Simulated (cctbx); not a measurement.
# From intensities to atoms

Cell a = 10.8910 Å, b = 10.8910 Å, c = 10.8910 Å, α = 90.00°, β = 90.00°, γ = 90.00°; space group Fm-3m (no. 225); content In12 Ni80 B24.

The data are simulated with cctbx, not measured: Ag Kα, λ = 0.56087 Å, to d = 0.7 Å, 70 % of the full sphere, strongest reflection 40000 counts, noise from counting, a 4 % proportional error and a noise floor of 15 counts (s.d.); no absorption.

Charge flipping in P1 on normalised amplitudes to 0.9 Å, δ = 1.1 σ, 10 % of the reflections treated as weak, 300 cycles:

```text
cycle      R  skewness
    0  0.624     0.40
   25  0.494     1.59
   50  0.363     2.68
   75  0.238     2.84
  100  0.230     2.71
  125  0.222     2.72
  150  0.230     2.70
  175  0.218     2.66
  200  0.231     2.69
  225  0.227     2.71
  250  0.220     2.67
  275  0.228     2.68
origin shift          correlation  skewness
 0.319  0.026  0.098      0.896      0.39
 0.265  0.375  0.086      0.957      4.75
 0.152  0.197  0.427      0.927      0.46
-0.046  0.012  0.205      0.824     -0.46
taken: symmetry correlation 0.957, skewness 4.75
peak      x       y       z  mult  height/sigma
Q1    0.2500  0.2500  0.2500    8     14.7
Q2    0.0000  0.0000  0.5000    4     13.7
Q3    0.0000  0.1615  0.3385   48      7.7
Q4    0.1150  0.1150  0.1150   32      6.2
Q5    0.0000  0.0000  0.2397   24      2.5
Q6    0.0000  0.2500  0.2500   24      0.8
Q7    0.0000  0.0000  0.0000    4      0.7
Q8    0.0000  0.1442  0.1442   48      0.6
Q9    0.0000  0.1024  0.2427   96      0.6
Q10   0.0844  0.0844  0.3238   96      0.6
```

The origin is taken among those within 0.04 of the best correlation, by the skewness of the map.

Run time: 3 s on 1 thread of Arm Neoverse N1, on a shared host, peak memory 0.08 GiB.

Q: Assign the peaks.

Heights go roughly as Z and multiplicities must add up to the content. First model: Q1 = In1 (8 in the cell, height 14.7), Q2 = In2 (4 in the cell, height 13.7), Q3 = Ni1 (48 in the cell, height 7.7), Q4 = Ni2 (32 in the cell, height 6.2) and Q5 = B1 (24 in the cell, height 2.5). Against the true structure, Q1 is In, Q2 is In, Q3 is Ni, Q4 is Ni and Q5 is B; the other peaks are not atoms.

Least squares on F², isotropic:

```text
Rint 0.037, 131 unique reflections to 0.71 A
cycle     R1     wR2    GooF  max shift (A)
   1  0.1421  0.3206  22.839   0.10424
   2  0.0094  0.0253   1.800   0.00000
final R1 0.0094 wR2 0.0253 GooF 1.800  parameters 8  data/parameter 16.4
atom        x        y        z      Ueq    occ   su(xyz)  su(Uiso or U11)
In1    0.25000  0.25000  0.25000   0.0069  1.000  0.00000  0.0001
In2    0.00000  0.00000  0.50000   0.0058  1.000  0.00000  0.0002
Ni1    0.00000  0.16360  0.33640   0.0067  1.000  0.00003  0.0001
Ni2    0.11538  0.11538  0.11538   0.0082  1.000  0.00003  0.0001
B1     0.00000  0.00000  0.23013   0.0103  1.000  0.00046  0.0009
difference map: max 0.51 min -1.05 rms 0.15
Q1    0.1362  0.1362  0.1362   32    0.54  0.39 A from Ni2
Q2    0.0000  0.1895  0.3105   48    0.51  0.40 A from Ni1
Q3    0.0444  0.1588  0.3412   96    0.50  0.49 A from Ni1
Q4    0.0000  0.0000  0.2328   24    0.49  0.03 A from B1
Q5    0.0000  0.0000  0.3750   24    0.42  1.36 A from In2
```

Anisotropic refinement:

```text
Rint 0.037, 131 unique reflections to 0.71 A
cycle     R1     wR2    GooF  max shift (A)
   1  0.0095  0.0253   1.833   0.00301
   2  0.0055  0.0120   0.866   0.00000
final R1 0.0055 wR2 0.0120 GooF 0.866  parameters 12  data/parameter 10.9
atom        x        y        z      Ueq    occ   su(xyz)  su(Uiso or U11)
In1    0.25000  0.25000  0.25000   0.0068  1.000  0.00000  0.0001
In2    0.00000  0.00000  0.50000   0.0057  1.000  0.00000  0.0001
Ni1    0.00000  0.16360  0.33640   0.0066  1.000  0.00001  0.0001
Ni2    0.11539  0.11539  0.11539   0.0080  1.000  0.00001  0.0001
B1     0.00000  0.00000  0.23041   0.0085  1.000  0.00021  0.0006
difference map: max 0.38 min -0.55 rms 0.10
Q1    0.0000  0.0000  0.3786   24    0.39  1.32 A from In2
Q2    0.0000  0.0000  0.0665   24    0.33  1.79 A from B1
Q3    0.0849  0.0849  0.4151   32    0.32  1.52 A from Ni1
Q4    0.0000  0.0855  0.2039   96    0.29  0.98 A from B1
Q5    0.0715  0.2500  0.2500   48    0.28  1.54 A from Ni1
Q6    0.0747  0.0747  0.3513   96    0.27  1.28 A from Ni1
```

**Reading.** The refinement ends at R1 = 0.0055, wR2 = 0.0120, GooF = 0.87, with difference density between -0.55 and 0.38 e/Å³. Every site matches the true model in element, within 0.001 Å r.m.s., up to an allowed shift of origin.

True model:

| atom | mult. | x | y | z | Ueq (Å²) |
| --- | --- | --- | --- | --- | --- |
| In1 | 8 | 1/4 | 3/4 | 3/4 | 0.0067 |
| In2 | 4 | 0 | 0 | 0 | 0.0056 |
| Ni1 | 48 | 0 | 0.8364 | 0.8364 | 0.0066 |
| Ni2 | 32 | 0.3846 | 0.8846 | 0.8846 | 0.0080 |
| B1 | 24 | 0.7306 | 0 | 0 | 0.0091 |

The model is made up (kin elements in a known structure type, no relaxation), so it says nothing on whether the phase exists.

[Middle refinement cycles are left out of these outputs.]

[Logs are printed without paths, hosts, clocks, repeated set-up lines and the standing remarks that a program may print on its own settings, such as how far it seeks lower states.]
